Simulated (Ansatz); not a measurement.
**A faulty run on P-1 (COD entry) HgC4F6, size series (88 atoms)**

Program: Ansatz 0.2.0. The cell: 8 Hg, 32 C and 48 F.

File input.yaml:

```yaml
crystal:
  lattice:
    - [9.912, 0.0, 0.0]
    - [-3.38294, 10.95559, 0.0]
    - [-4.23083, -4.67329, 11.12625]
  atoms:
    - { symbol: Hg, position: [0.0, 0.0, 0.0] }
    - { symbol: C, position: [0.1055, 0.0655, 0.40455] }
    - { symbol: C, position: [0.3945, 0.4345, 0.09545] }
    - { symbol: C, position: [0.096, 0.162, 0.3686] }
    - { symbol: C, position: [0.404, 0.338, 0.1314] }
    - { symbol: F, position: [0.19405, 0.00635, 0.37215] }
    - { symbol: F, position: [0.30595, 0.49365, 0.12785] }
    - { symbol: F, position: [0.1653, 0.2052, 0.3085] }
    - { symbol: F, position: [0.3347, 0.2948, 0.1915] }
    - { symbol: F, position: [0.014, 0.22935, 0.39145] }
    - { symbol: F, position: [0.486, 0.27065, 0.10855] }
    - { symbol: Hg, position: [0.0, 0.0, 0.5] }
    - { symbol: C, position: [0.1055, 0.0655, 0.90455] }
    - { symbol: C, position: [0.3945, 0.4345, 0.59545] }
    - { symbol: C, position: [0.096, 0.162, 0.8686] }
    - { symbol: C, position: [0.404, 0.338, 0.6314] }
    - { symbol: F, position: [0.19405, 0.00635, 0.87215] }
    - { symbol: F, position: [0.30595, 0.49365, 0.62785] }
    [... 64 atom lines left out ...]
    - { symbol: F, position: [0.69405, 0.50635, 0.87215] }
    - { symbol: F, position: [0.80595, 0.99365, 0.62785] }
    - { symbol: F, position: [0.6653, 0.7052, 0.8085] }
    - { symbol: F, position: [0.8347, 0.7948, 0.6915] }
    - { symbol: F, position: [0.514, 0.72935, 0.89145] }
    - { symbol: F, position: [0.986, 0.77065, 0.60855] }
kpoints:
  mp_grid: { grid: [2, 1, 1] }
hamiltonian:
  xc: pbe
scf:
  occupations: { method: gaussian, width: 0.025 }
  eigensolver: { kind: { support_functions: { accuracy: medium, radius: 3.14 } } }
  max_iter: 150
output:
  forces: true
  eigenvalues: true
```

Started as:

```sh
$ ansatz run input.yaml --threads 8 --pin off --max-ram 15872MiB --backend cpu --events-out ev --progress --plain --runs-dir out
```

Log:

```text
Warning: scf.eigensolver.kind.support_functions: disabling space-group detection — the functions' gradient is summed over unrotated k-points, so no spatial operation reduces the k-mesh or symmetrises the density; time reversal is kept, so that k and −k are solved as one point where they differ and the mesh holds both, and exact exchange and, on two spinor components, a DFT+U term hold to it where the run has them: [...]
Warning: basis.ecutwfc = 631 eV, auto-derived: no grid that the accuracy of the support functions lays serves the files at the lower one that their records recommend; a deck with other species or settings can derive another value
settings of this run that can trade accuracy for cost: scf.eigensolver.kind.support_functions [...]
Engine: ansatz 0.2.0, aarch64-unknown-linux-gnu
Pseudopotentials: kind: paw
Pseudopotential: Hg, paw, valence charge 20, recommended cutoff 420 eV (normal), Hg.paw.azcp
Pseudopotential: C, paw, valence charge 4, recommended cutoff 420 eV (normal), C.paw.azcp
Pseudopotential: F, paw, valence charge 7, recommended cutoff 420 eV (normal), F.paw.azcp
[... 5 lines on functional and potentials left out ...]
Error: SCF: the radius of support functions is under 3.51 Å, the least for these sites at the functions' level (scf.eigensolver.kind.support_functions.accuracy). Use scf.eigensolver.kind: auto, or type scf.eigensolver.kind.support_functions.radius at least as long, [...]
```

The job ended after 2.9 s (8 threads of Arm Neoverse V2, shared host; peak memory 0.44 GiB).

Q: Name the fault and the fix.

A radius under the least that the level allows: support_functions.radius = 3.14.

The fix is to use a longer radius.

The run ended with an error.

[Logs are printed without paths, hosts, clocks, repeated set-up lines and the standing remarks that a program may print on its own settings, such as how far it seeks lower states.]

[Hosts, paths, dates, database ids (printed as entryN), source tags and the programs' standing remarks are cut or masked in the printed files.]
